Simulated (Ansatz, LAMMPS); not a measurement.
# Structural relaxation of glassy 73SiO2-11CaO-11MgO-5SnO2 (mol %) (122 atoms)

How does glassy 73SiO2-11CaO-11MgO-5SnO2 (mol %) (122 atoms) relax, and what do bonds, charges and levels look like afterwards?

Main program and level: Ansatz 0.2.0; Kohn-Sham DFT, PBE, PAW (set soft_2), plane waves.

## (1) The starting structure

The cell holds 122 atoms: 32 Si, 5 Ca, 5 Mg, 2 Sn and 78 O. Its edges and angles: a = 11.792 Å, b = 11.792 Å, c = 11.792 Å, α = 90.0°, β = 90.0°, γ = 90.0°. 122 atoms (32 Si, 5 Ca, 5 Mg, 2 Sn, 78 O) placed at random at 2.56 g/cm³, melted at 4000 K for 10 ps at fixed volume with the Morse and Coulomb pair potential with partial charges (Pedone, Malavasi, Menziani, Cormack and Segre, J. Phys. Chem. B 110, 11780 (2006)). Quenched from 4000 K to 300 K at 50 K/ps and fixed volume, held 10 ps at zero pressure.

What the set-up can't give: The quench rate of 50 K/ps far exceeds what a furnace or splat quench reaches, so expect more defects and frozen-in strain than in a real sample. The network of bonds at the start is that of the classical potential that made the cell. Sampling is at Γ alone, for a cell whose shortest periodic width is 12 Å.

## (2) Single point at the start

A single point comes first, to see the forces before anything moves.

Contents of input.yaml:

```yaml
crystal:
  lattice:
    - [11.79248, 0.0, 0.0]
    - [0.0, 11.79248, 0.0]
    - [0.0, 0.0, 11.79248]
  atoms:
    - { symbol: Si, position: [0.32698, 0.51329, 0.61361] }
    - { symbol: Si, position: [0.05152, 0.6833, 0.46069] }
    - { symbol: Si, position: [0.46228, 0.95222, 0.72062] }
    - { symbol: Si, position: [0.21243, 0.39085, 0.91757] }
    [... 112 atom lines left out ...]
    - { symbol: O, position: [0.21444, 0.17969, 0.60203] }
    - { symbol: O, position: [0.89282, 0.96644, 0.78189] }
    - { symbol: O, position: [0.40642, 0.40712, 0.61088] }
    - { symbol: O, position: [0.13961, 0.0394, 0.75205] }
    - { symbol: O, position: [0.64224, 0.01946, 0.0069] }
    - { symbol: O, position: [0.02595, 0.64018, 0.99561] }
kpoints:
  mp_grid: { grid: [1, 1, 1] }
hamiltonian:
  xc: pbe
scf:
  occupations: { method: fermi_dirac, width: 0.05 }
output:
  forces: true
  stress: true
  populations: true
  dos:
    method: { smearing: { sigma: 0.08 } }
    de: 0.1
    projected: { site_lists: { Ca: [Ca], Mg: [Mg], O: [O], Si: [Si], Sn: [Sn] } }
  eigenvalues: true
```

Run with:

```bash
$ ansatz run input.yaml --threads 4 --pin off --max-ram 8192MiB --backend cpu --events-out ev --progress --plain --runs-dir out
```

Wall time 38 s (4 threads of Arm Neoverse V1, shared host); peak memory 2.4 GiB.

Numbers from this run:

| Item | Value |
| --- | --- |
| free energy | -95480.0670 eV |
| free energy per atom | -782.6235 eV/atom |
| SCF cycles | 9 |
| pressure | 5.295 GPa |
| r.m.s. force component | 1.259 eV/Å |
| longest force | 6.261 eV/Å |
| Fermi energy | 5.652 eV |
| gap (highest filled to lowest empty level) | 3.017 eV |
| spilling of the projection | 0.01258 |

The r.m.s. force component of 1.3 eV/Å and the pressure of 5.3 GPa set the starting point.

Length of the force by element:

| element | coordination | atoms | mean length of the force (eV/Å) | spread | least | most |
| --- | --- | --- | --- | --- | --- | --- |
| Ca | all | 5 | 1.10 | 0.202 | 0.858 | 1.41 |
| Mg | all | 5 | 1.03 | 0.378 | 0.506 | 1.64 |
| O | all | 78 | 1.85 | 0.947 | 0.259 | 3.86 |
| Si | all | 32 | 2.39 | 1.13 | 0.081 | 6.26 |
| Sn | all | 2 | 1.59 | 0.716 | 0.872 | 2.30 |

## (3) Cell and atoms relaxed

The cell is relaxed with the atoms, since the starting lattice needn't suit this functional.

input.yaml, the sections that differ from step 2:

```yaml
output:
  forces: true
relax:
  f_tol: 0.05
  max_steps: 200
  cell: {}
# crystal, kpoints, hamiltonian, scf: as in step 2
```

Wall time 7.6 min (4 threads); peak memory 2.5 GiB; 30 min of CPU time.

Relaxation path:

| step | energy less that of the first step (eV) | largest force component (eV/Å) | pressure (GPa) | volume (Å³) |
| --- | --- | --- | --- | --- |
| 1 | 0.0000 | 4.5581 | 5.29 | 1639.89 |
| 2 | -5.4684 | 3.0989 | 2.88 | 1649.03 |
| 3 | -8.4789 | 0.9182 | -0.25 | 1668.31 |
| 4 | -9.2641 | 0.6351 | 0.14 | 1660.77 |
| 5 | -9.6146 | 0.4783 | -0.26 | 1666.13 |
| 6 | -9.8807 | 0.3665 | -0.14 | 1669.42 |
| 7 | -10.0265 | 0.2917 | -0.01 | 1671.17 |
| 8 | -10.0749 | 0.2144 | 0.00 | 1675.54 |
| 9 | -10.0841 | 0.5406 | 0.06 | 1682.42 |
| 10 | -10.0264 | 0.5354 | 0.04 | 1676.03 |
| 11 | -10.1726 | 0.1108 | -0.01 | 1679.56 |
| 12 | -10.1591 | 0.1642 | -0.04 | 1683.09 |
| 13 | -10.1796 | 0.0487 | 0.01 | 1680.79 |
| 14 | -10.4127 | 0.0505 | 0.23 | 1680.79 |
| 15 | -10.3851 | 0.0900 | -0.12 | 1690.76 |
| 16 | -10.3854 | 0.0880 | 0.03 | 1691.20 |
| 17 | -10.3989 | 0.0306 | -0.01 | 1689.66 |
| 18 | -10.4283 | 0.0307 | 0.00 | 1689.66 |

Relaxation steps 10, 12 were tried and not accepted.

| cell as run | before | after | change |
| --- | --- | --- | --- |
| a (Å) | 11.792 | 12.202 | +3.5 % |
| b (Å) | 11.792 | 11.790 | -0.0 % |
| c (Å) | 11.792 | 11.749 | -0.4 % |
| α (°) | 90.00 | 89.77 | -0.3 % |
| β (°) | 90.00 | 89.38 | -0.7 % |
| γ (°) | 90.00 | 91.37 | +1.5 % |
| volume (Å³/atom) | 13.44 | 13.85 | +3.0 % |

The atoms that moved most (Å, as changes of fractional coordinates times the final cell):

| atom | dx | dy | dz | length |
| --- | --- | --- | --- | --- |
| Ca33 | -0.518 | -0.441 | 0.729 | 0.997 |
| O90 | -0.590 | 0.473 | 0.352 | 0.834 |
| O70 | -0.174 | -0.587 | 0.423 | 0.744 |
| O118 | -0.210 | 0.101 | -0.599 | 0.643 |
| Ca34 | -0.610 | -0.134 | -0.147 | 0.642 |
| O103 | 0.416 | -0.338 | 0.236 | 0.586 |
| Mg40 | 0.452 | 0.024 | 0.364 | 0.581 |
| O68 | 0.057 | 0.490 | -0.216 | 0.538 |

The relaxation changed the energy by -85.5 meV/atom, and atoms moved by 0.28 Å r.m.s., 1.00 Å at most.

## (4) Local order after relaxation

Bonds before and after, by the cutoffs listed below:

| pair | bonds before | bonds after | mean before (Å) | mean after (Å) | spread before (Å) | spread after (Å) |
| --- | --- | --- | --- | --- | --- | --- |
| O-Si | 128 | 128 | 1.615 | 1.637 | 0.045 | 0.027 |
| O-Ca | 24 | 27 | 2.472 | 2.456 | 0.140 | 0.189 |
| O-Mg | 24 | 25 | 2.155 | 2.118 | 0.181 | 0.137 |
| O-Sn | 12 | 12 | 2.061 | 2.079 | 0.070 | 0.067 |

Density 2.66 g/cm³, 13.85 Å³ an atom.

g(r), total and by pair (bins of 0.2 Å):

| r (Å) | total | O-O | O-Si | O-Ca | O-Mg | O-Sn | Si-Si |
| --- | --- | --- | --- | --- | --- | --- | --- |
| 1.50 | 0.22 | 0.00 | 0.65 | 0.00 | 0.00 | 0.00 | 0.00 |
| 1.70 | 4.11 | 0.00 | 12.25 | 0.00 | 0.00 | 0.00 | 0.00 |
| 1.90 | 0.10 | 0.00 | 0.00 | 0.00 | 1.86 | 0.00 | 0.00 |
| 2.10 | 0.58 | 0.00 | 0.00 | 0.36 | 6.27 | 11.07 | 0.00 |
| 2.30 | 0.28 | 0.00 | 0.00 | 3.96 | 1.03 | 0.87 | 0.00 |
| 2.50 | 0.67 | 1.35 | 0.00 | 1.66 | 0.57 | 0.00 | 0.00 |
| 2.70 | 2.05 | 4.69 | 0.00 | 1.69 | 0.22 | 0.00 | 0.00 |
| 2.90 | 0.67 | 1.03 | 0.06 | 0.42 | 0.40 | 0.00 | 1.54 |
| 3.10 | 0.67 | 0.53 | 0.25 | 0.36 | 0.18 | 0.00 | 3.53 |
| 3.30 | 0.90 | 0.83 | 0.69 | 0.79 | 0.49 | 0.00 | 1.75 |
| 3.50 | 0.86 | 0.93 | 0.75 | 0.98 | 0.42 | 0.68 | 0.00 |
| 3.70 | 1.00 | 0.58 | 1.66 | 0.39 | 0.87 | 1.56 | 0.10 |
| 3.90 | 1.05 | 0.62 | 1.71 | 0.80 | 1.37 | 1.40 | 0.34 |
| 4.10 | 1.29 | 0.70 | 2.21 | 0.72 | 1.84 | 1.00 | 0.93 |
| 4.30 | 1.07 | 0.66 | 1.58 | 1.13 | 1.48 | 1.16 | 1.06 |
| 4.50 | 0.98 | 0.98 | 0.76 | 1.10 | 1.78 | 2.56 | 1.35 |
| 4.70 | 1.03 | 1.27 | 0.71 | 1.28 | 0.93 | 1.55 | 1.25 |
| 4.90 | 1.08 | 1.35 | 0.70 | 1.58 | 0.65 | 0.55 | 1.80 |
| 5.10 | 1.00 | 1.52 | 0.54 | 0.80 | 0.27 | 0.82 | 1.31 |
| 5.30 | 1.11 | 1.34 | 0.92 | 0.98 | 0.93 | 0.46 | 1.36 |
| 5.50 | 0.91 | 0.95 | 0.90 | 0.84 | 0.85 | 0.28 | 0.83 |
| 5.70 | 0.89 | 0.80 | 0.99 | 0.90 | 1.00 | 0.80 | 0.93 |

Bonds by pair of elements; cutoffs follow the first minimum of g(r), held within bounds set by covalent radii, and pairs that aren't listed don't count as bonded:

| pair A-B | cutoff (Å) | bonds | mean length (Å) | spread (Å) | shortest (Å) | B about A | A about B |
| --- | --- | --- | --- | --- | --- | --- | --- |
| O-Si | 2.08 | 128 | 1.64 | 0.027 | 1.59 | 1.64 | 4 |
| O-Ca | 2.83 | 27 | 2.46 | 0.189 | 2.19 | 0.346 | 5.4 |
| O-Mg | 2.62 | 25 | 2.12 | 0.137 | 1.89 | 0.321 | 5 |
| O-Sn | 2.62 | 12 | 2.08 | 0.067 | 2.00 | 0.154 | 6 |

How many atoms have how many bonded neighbours:

| element | mean | 2 | 3 | 4 | 5 | 6 | 7 |
| --- | --- | --- | --- | --- | --- | --- | --- |
| Ca | 5.4 | 0 | 1 | 0 | 1 | 2 | 1 |
| Mg | 5 | 0 | 0 | 2 | 1 | 2 | 0 |
| O | 2.46 | 48 | 24 | 6 | 0 | 0 | 0 |
| Si | 4 | 0 | 0 | 32 | 0 | 0 | 0 |
| Sn | 6 | 0 | 0 | 0 | 0 | 2 | 0 |

Bond angles, per cent of each kind in bins of 5°:

| angle (°) | O-Si-O | O-Ca-O | O-Mg-O | Si-O-Si | Ca-O-Si |
| --- | --- | --- | --- | --- | --- |
| 50–55 | 0.0 | 1.6 | 0.0 | 0.0 | 0.0 |
| 55–60 | 0.0 | 6.2 | 0.0 | 0.0 | 0.0 |
| 60–65 | 0.0 | 9.4 | 0.0 | 0.0 | 0.0 |
| 65–70 | 0.0 | 3.1 | 3.9 | 0.0 | 0.0 |
| 70–75 | 0.0 | 3.1 | 7.7 | 0.0 | 0.0 |
| 75–80 | 0.0 | 6.2 | 9.6 | 0.0 | 5.9 |
| 80–85 | 0.0 | 4.7 | 9.6 | 0.0 | 8.8 |
| 85–90 | 0.0 | 6.2 | 9.6 | 0.0 | 8.8 |
| 90–95 | 0.0 | 6.2 | 3.9 | 0.0 | 8.8 |
| 95–100 | 3.6 | 7.8 | 1.9 | 0.0 | 2.9 |
| 100–105 | 15.1 | 3.1 | 7.7 | 0.0 | 5.9 |
| 105–110 | 37.5 | 6.2 | 11.5 | 0.0 | 2.9 |
| 110–115 | 31.2 | 7.8 | 5.8 | 0.0 | 11.8 |
| 115–120 | 8.8 | 4.7 | 5.8 | 0.0 | 8.8 |
| 120–125 | 3.1 | 6.2 | 3.9 | 10.0 | 11.8 |
| 125–130 | 0.5 | 1.6 | 0.0 | 12.0 | 11.8 |
| 130–135 | 0.0 | 0.0 | 1.9 | 2.0 | 0.0 |
| 135–140 | 0.0 | 3.1 | 0.0 | 12.0 | 5.9 |
| 140–145 | 0.0 | 1.6 | 3.9 | 4.0 | 2.9 |
| 145–150 | 0.0 | 1.6 | 1.9 | 28.0 | 2.9 |
| 150–155 | 0.0 | 1.6 | 3.9 | 8.0 | 0.0 |
| 155–160 | 0.0 | 3.1 | 1.9 | 10.0 | 0.0 |
| 160–165 | 0.0 | 1.6 | 3.9 | 2.0 | 0.0 |
| 165–170 | 0.0 | 3.1 | 0.0 | 2.0 | 0.0 |
| 170–175 | 0.0 | 0.0 | 1.9 | 8.0 | 0.0 |
| 175–180 | 0.0 | 0.0 | 0.0 | 2.0 | 0.0 |

Bond angles (no mean is given where the spread exceeds 20°):

| angle | count | mean (°) | spread (°) |
| --- | --- | --- | --- |
| O-Si-O | 192 | 109 | 5.2 |
| O-Ca-O | 64 | - | - |
| O-Mg-O | 52 | - | - |
| Si-O-Si | 50 | 145 | 14.8 |
| Ca-O-Si | 34 | 109 | 19.4 |

Oxygen atoms by the number of network formers (Si, P, Ge, B, Al, As, Ga) bound to them:

| network formers bound to O | O atoms | per cent |
| --- | --- | --- |
| 0 | 0 | 0 |
| 1 | 28 | 35.9 |
| 2 | 50 | 64.1 |

Network units: each former by its oxygen neighbours and how many of them bridge to another former:

| former | O neighbours | bridging O | atoms |
| --- | --- | --- | --- |
| Si | 4 | 1 | 1 |
| Si | 4 | 2 | 6 |
| Si | 4 | 3 | 13 |
| Si | 4 | 4 | 12 |

Bond length by coordination (bonds to H left out):

| element | coordination | atoms | mean bond length (Å) |
| --- | --- | --- | --- |
| Ca | 3 | 1 | 2.29 |
| Ca | 5 | 1 | 2.41 |
| Ca | 6 | 2 | 2.47 |
| Ca | 7 | 1 | 2.53 |
| Mg | 4 | 2 | 2.01 |
| Mg | 5 | 1 | 2.16 |
| Mg | 6 | 2 | 2.17 |
| O | 2 | 48 | 1.66 |
| O | 3 | 24 | 1.98 |
| O | 4 | 6 | 2.17 |

Rings of the network by King's shortest-path rule, up to 12 atoms, one path for each pair of neighbours; H, halogens, alkali and alkaline-earth atoms are left out, and the last column divides by all other atoms, bonded or not:

| ring size (atoms) | rings | per network atom |
| --- | --- | --- |
| 6 | 2 | 0.018 |
| 8 | 7 | 0.062 |
| 10 | 10 | 0.089 |
| 12 | 21 | 0.188 |

For some of the pairs, g(r) has its first main peak near 2.7 Å (O-O), 1.6 Å (O-Si), 2.3 Å (O-Ca), 2.1 Å (O-Mg), 2.1 Å (O-Sn) and 3.1 Å (Si-Si). With the cutoffs above, 40 % of Ca atoms have 6, 40 % of Mg atoms have 4 and as many 6, 62 % of O atoms have 2 and all Si atoms have 4 bonded neighbours. The O-Si-O angle averages 109° with a spread of 5°. Counting bonds to Si alone, not to Sn, 64 % of the oxygens join two of these atoms and 36 % one. The commonest Si unit has 4 oxygens, 3 of them shared with other formers (13 of 32 atoms). Rings of 12 atoms are the most common (52 % of those counted); sizes run from 6 to 12, where the search stops.

## (5) Single point at the relaxed geometry

One more single point at the end of the walk gives the fuller output and checks the residual forces.

Contents of input.yaml:

```yaml
crystal:
  lattice:
    - [12.20136, -0.14347, 0.06515]
    - [-0.14347, 11.78929, 0.02443]
    - [0.06515, 0.02443, 11.74846]
  atoms:
    - { symbol: Si, position: [0.32863, 0.51997, 0.59772] }
    - { symbol: Si, position: [0.04752, 0.68496, 0.46282] }
    - { symbol: Si, position: [0.47258, 0.95698, 0.72083] }
    - { symbol: Si, position: [0.21501, 0.38757, 0.91953] }
    [... 112 atom lines left out ...]
    - { symbol: O, position: [0.22469, 0.17262, 0.60916] }
    - { symbol: O, position: [0.876, 0.97489, 0.73096] }
    - { symbol: O, position: [0.39018, 0.39776, 0.59975] }
    - { symbol: O, position: [0.13841, 0.02774, 0.75078] }
    - { symbol: O, position: [0.63683, 0.02755, 0.0108] }
    - { symbol: O, position: [0.03269, 0.66721, 0.98853] }
kpoints:
  mp_grid: { grid: [1, 1, 1] }
hamiltonian:
  xc: pbe
scf:
  occupations: { method: fermi_dirac, width: 0.05 }
output:
  forces: true
  stress: true
  populations: intrinsic
  dos:
    method: { smearing: { sigma: 0.15 } }
    de: 0.1
    projected: { site_lists: { Ca: [Ca], Mg: [Mg], O: [O], Si: [Si], Sn: [Sn] } }
  eigenvalues: true
  write_density: true
  write_potential: true
  volumetric_format: npy
```

The job ended after 43 s (4 threads; peak memory 2.6 GiB; 2.8 min of CPU time).

The program notes that the exchange-correlation potential is rough where the density is thin.

Numbers from this run:

```
free energy                                      : -95490.4953 eV
free energy per atom                             : -782.7090 eV/atom
SCF cycles                                       : 9
pressure                                         : 0.0001894 GPa
r.m.s. force component                           : 0.00816 eV/Å
longest force                                    : 0.03351 eV/Å
Fermi energy                                     : 5.336 eV
gap (highest filled to lowest empty level) : 3.606 eV
```

Intrinsic-atomic-orbital charges by element and coordination:

| element | coordination | atoms | mean charge (e) | spread | least | most |
| --- | --- | --- | --- | --- | --- | --- |
| Ca | all | 5 | 1.78 | 0.0124 | 1.75 | 1.79 |
| Ca | 3 | 1 | 1.78 | 0 | 1.78 | 1.78 |
| Ca | 5 | 1 | 1.78 | 0 | 1.78 | 1.78 |
| Ca | 6 | 2 | 1.76 | 0.0116 | 1.75 | 1.78 |
| Ca | 7 | 1 | 1.79 | 0 | 1.79 | 1.79 |
| Mg | all | 5 | 1.64 | 0.0147 | 1.62 | 1.66 |
| Mg | 4 | 2 | 1.64 | 0.0047 | 1.64 | 1.65 |
| Mg | 5 | 1 | 1.62 | 0 | 1.62 | 1.62 |
| Mg | 6 | 2 | 1.64 | 0.016 | 1.63 | 1.66 |
| O | all | 78 | -0.963 | 0.111 | -1.24 | -0.870 |
| O | 2 | 48 | -0.903 | 0.0558 | -1.13 | -0.870 |
| O | 3 | 24 | -1.04 | 0.106 | -1.22 | -0.920 |
| O | 4 | 6 | -1.13 | 0.101 | -1.24 | -0.954 |
| Si | all | 32 | 1.70 | 0.0583 | 1.59 | 1.79 |
| Sn | all | 2 | 1.76 | 0.0171 | 1.74 | 1.77 |

Density of states as counts of states in windows of 1 eV (from the Fermi level), total and the larger projections:

| from (eV) | to (eV) | total | O p | Si p |
| --- | --- | --- | --- | --- |
| -10 | -9 | 22.6 | 15.6 | 2.2 |
| -9 | -8 | 31.2 | 23.3 | 5.3 |
| -8 | -7 | 31.0 | 23.9 | 5.4 |
| -7 | -6 | 42.6 | 33.4 | 4.5 |
| -6 | -5 | 69.1 | 59.0 | 4.9 |
| -5 | -4 | 93.6 | 85.8 | 3.3 |
| -4 | -3 | 93.6 | 88.8 | 1.8 |
| -3 | -2 | 54.1 | 52.1 | 0.7 |
| -2 | -1 | 4.5 | 4.3 | 0.1 |
| -1 | 1 | 0.0 | 0.0 | 0.0 |
| 1 | 2 | 1.9 | 0.2 | 0.1 |
| 2 | 3 | 4.4 | 0.8 | 0.2 |
| 3 | 4 | 14.5 | 1.0 | 1.5 |
| 4 | 5 | 36.6 | 2.1 | 4.9 |

Between -26 and -10 eV lie 232 more states.

The stored curve holds about 674 of the 724 electrons; the rest, give or take the few that broadening carries across the Fermi level, lie in deeper levels below its range.

The levels nearest the highest filled one (over half full), pooled over k-points and spins:

| level less the highest filled one (eV) | occupation |
| --- | --- |
| -0.518 | 2 |
| -0.454 | 2 |
| -0.345 | 2 |
| -0.219 | 2 |
| -0.101 | 2 |
| 0 | 2 |
| 3.61 | 0 |
| 4.19 | 0 |
| 4.48 | 0 |
| 4.91 | 0 |
| 5.27 | 0 |
| 5.40 | 0 |

Mean intrinsic-atomic-orbital charges: Ca +1.78, Mg +1.64, O -0.96, Si +1.70, Sn +1.76 e.

## (6) Summary of results

```json
{
 "energy change in the relaxation": "-85.48 meV/atom",
 "r.m.s. displacement": "0.284 Å",
 "largest displacement": "0.997 Å",
 "free energy per atom": "-782.7090 eV/atom",
 "pressure": "0.0001894 GPa",
 "r.m.s. force component": "0.00816 eV/Å",
 "gap (highest filled to lowest empty level)": "3.606 eV",
 "wall time of the 3 DFT runs": "8.9 min"
}
```

**Reading.** Relaxation lowers the energy by 85.5 meV/atom and moves atoms by 0.28 Å r.m.s.; the r.m.s. force component goes from 1.3 to 0.0082 eV/Å, the pressure goes from 5.3 to 1.9e-4 GPa, and the gap from 3.02 to 3.61 eV. Displacements are taken in the final cell, so they leave out its strain. By the final cutoffs 4 of 188 bonded pairs parted and 8 joined. The cell grew by 3.0 % in volume. First to last step the energy falls by 10.428 eV; the largest move, 1.00 Å, is that of Ca33. The O-Mg bonds change most in mean length: from 2.155 Å (spread 0.181) to 2.118 Å (spread 0.137), and their number from 24 to 25. With the cutoffs above, 40 % of Ca atoms have 6, 40 % of Mg atoms have 4 and as many 6, 62 % of O atoms have 2 and all Si atoms have 4 bonded neighbours. Counting bonds to Si alone, not to Sn, 64 % of the oxygens join two of these atoms and 36 % one. The highest filled and lowest empty levels differ by 3.61 eV (at Γ alone); a semilocal functional tends to put such gaps too low. In a disordered cell it changes from sample to sample, and tail or defect levels can set it.

What to keep in mind: The network of bonds at the start is that of the classical potential that made the cell; in DFT 4 of its 188 bonded pairs passed out of the cutoffs and 8 came within them.

[Logs are printed without paths, hosts, clocks, repeated set-up lines and the standing remarks that a program may print on its own settings, such as how far it seeks lower states.]

[Hosts, paths, dates, database ids (printed as entryN), source tags and the programs' standing remarks are cut or masked in the printed files.]
